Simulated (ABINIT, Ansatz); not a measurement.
Entries from a set of simulations; values are calculated unless marked as measured.

A GW chain in ABINIT: CsPbCl3 (Pm-3m). The structure is cubic, space group Pm-3m (No. 221). The conventional cell has a = 5.605 Å, b = 5.605 Å, c = 5.605 Å, α = 90.00°, β = 90.00°, γ = 90.00°. Nearest to Cs lie 12 Cl at 3.96 Å. Nearest to Pb lie 6 Cl at 2.80 Å. Cl has 2 Pb at 2.80 Å and 4 Cs at 3.96 Å nearest. Farther neighbours, and contacts between anions beyond the nearest, are not listed. The calculation used RPA screening on PBEsol, plane waves, norm-conserving pseudopotentials (and 2 further levels or steps) in ABINIT 10.8.3, with cutoff 32 Ha, PseudoDojo scalar-relativistic 0.4 stringent, norm-conserving, ngkpt (2, 2, 2), nband 112, ecuteps 3.6 Ha, inclvkb 2, shiftk (0, 0, 0), symchi 1, awtr 1, frequency ppm, 2×2×2 k-mesh. The PBEsol gap is 1.80 eV, direct, the G0W0 gap on the mesh is 3.15 eV and the GW settings are 2×2×2 mesh, 112 bands, screening to 98 eV, Godby-Needs plasmon pole. The known limits are short of the basis limit; no spin-orbit coupling; coarse k mesh. It took 5 runs, 4.1 min in all on 4 MPI ranks of Arm Neoverse V2, shared host. G0W0 moves the gap on the mesh from 1.80 eV to 3.15 eV (+1.35 eV), with Z of 0.80 and 0.82 at the edges. Local fields lower the RPA ε∞ on this mesh from 9.10 to 8.01; a Γ-centred mesh this coarse tends to raise both, most where the direct gap is narrow, while a short band sum lowers them. The cell and positions come from the Crystallography Open Database and are kept as given unless a step says otherwise. Limits: no spin-orbit coupling. The 2×2×2 mesh is coarse for this cell, which bears on the long-range parts of exchange and screening.

[Paths, hosts, dates, memory and timing lines, banners, echoed tables and standing remarks are left out of the program output; an Ansatz launch command may be rebuilt from the run's recorded settings. Measured values are a selection of at most five: reports struck by readers or far from the other reports are left out. None is set beside runs whose start may be inverted or whose files or cutoffs have a known fault.]

[Runs of the session that timed out or met a known fault of the program may be left out.]

[Hosts, paths, dates, database ids (printed as entryN), source tags and the programs' standing remarks are cut or masked in the printed files.]

[G0W0 gaps are taken among the corrected bands and points alone; a level outside them can change the order at an edge.]

[Where Ansatz stands beside ABINIT at settings called matched, ABINIT's density can come from a denser mesh and the files from another edition; pairs whose starting gaps differed by over 0.03 eV were left out, so agreement reads better than it is.]
